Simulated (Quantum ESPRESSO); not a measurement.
Consider CdAg (Pm-3m).

```cif
data_structure
_symmetry_space_group_name_H-M 'P 1'
_symmetry_Int_Tables_number 1
_cell_length_a 3.3300
_cell_length_b 3.3300
_cell_length_c 3.3300
_cell_angle_alpha 90.000
_cell_angle_beta 90.000
_cell_angle_gamma 90.000
_cell_volume 36.93
loop_
_atom_site_label
_atom_site_type_symbol
_atom_site_fract_x
_atom_site_fract_y
_atom_site_fract_z
_atom_site_occupancy
Cd1 Cd 0.50000 0.50000 0.50000 1
Ag2 Ag 0.00000 0.00000 0.00000 1
```

Absorber: atom 1, with 8 Ag at 2.88 Å and 6 Cd at 3.33 Å (cube and octahedron, as in bcc, site symmetry m-3m). Method: Quantum ESPRESSO XSpectra, PBEsol, excited-electron core hole (neutral cell), 8-atom cell with 5.8 Å between holes, 5×5×5 k points, dipole transitions, Lorentzian half width 3.64 eV (not a setting of the program: the run's 0.4 eV curve was folded afterwards with a further Lorentzian).

Q: Predict the near-edge structure at the Cd K edge.

Main maxima up to 30 eV above the zero (height): 9.8 eV (1.15) and 26.5 eV (1.10). A K edge sees empty p states on the absorber. 

The Cd K spectrum (energy from the energy zero of the input (xe0, at the border of filled and empty states); intensity scaled to a mean of 1 over the first 20 eV; folded afterwards to Lorentzian half width 3.64 eV; the points at xe0, where the cut of filled states can leave a spike, are interpolated):

| E (eV) | intensity |
| --- | --- |
| -2.0 | 0.36 |
| -1.4 | 0.40 |
| -0.8 | 0.45 |
| -0.2 | 0.51 |
| 0.4 | 0.57 |
| 1.0 | 0.63 |
| 1.6 | 0.70 |
| 2.2 | 0.76 |
| 2.8 | 0.83 |
| 3.4 | 0.89 |
| 4.0 | 0.95 |
| 4.6 | 1.00 |
| 5.2 | 1.04 |
| 5.8 | 1.07 |
| 6.4 | 1.10 |
| 7.0 | 1.12 |
| 7.6 | 1.13 |
| 8.2 | 1.14 |
| 8.8 | 1.15 |
| 9.4 | 1.15 |
| 10.0 | 1.15 |
| 10.6 | 1.15 |
| 11.2 | 1.14 |
| 11.8 | 1.13 |
| 12.4 | 1.12 |
| 13.0 | 1.09 |
| 13.6 | 1.07 |
| 14.2 | 1.04 |
| 14.8 | 1.02 |
| 15.4 | 1.00 |
| 16.0 | 0.99 |
| 16.6 | 0.98 |
| 17.2 | 0.98 |
| 17.8 | 0.98 |
| 18.4 | 0.99 |
| 19.0 | 1.00 |
| 19.6 | 1.00 |
| 20.2 | 1.01 |
| 20.8 | 1.02 |
| 21.4 | 1.03 |
| 22.0 | 1.04 |
| 22.6 | 1.05 |
| 23.2 | 1.06 |
| 23.8 | 1.07 |
| 24.4 | 1.08 |
| 25.0 | 1.09 |
| 25.6 | 1.10 |
| 26.2 | 1.10 |
| 26.8 | 1.10 |
| 27.4 | 1.10 |
| 28.0 | 1.09 |
| 28.6 | 1.09 |
| 29.2 | 1.08 |
| 29.8 | 1.07 |
| 30.4 | 1.07 |
| 31.0 | 1.06 |
| 31.6 | 1.06 |

The holes are only 5.8 Å apart, so the shape is probably not converged with cell size; no larger cell was run here. The structure is a published determination, not relaxed.

[Banner, clock and machine lines of the logs are left out without a mark of their own.]

[Logs are printed without paths, hosts, clocks, repeated set-up lines and the standing remarks that a program may print on its own settings, such as how far it seeks lower states.]

[Hosts, paths, dates, database ids (printed as entryN), source tags and the programs' standing remarks are cut or masked in the printed files.]

[Lists of maxima count a maximum above −3 eV only where it reaches 4 % of the highest in the window and stands out from its surroundings by 2 % of it (1.5 % where it reaches 55 %); shoulders and weaker maxima are passed over, and of the rest the first, up to two pre-edge ones and the few strongest are named.]
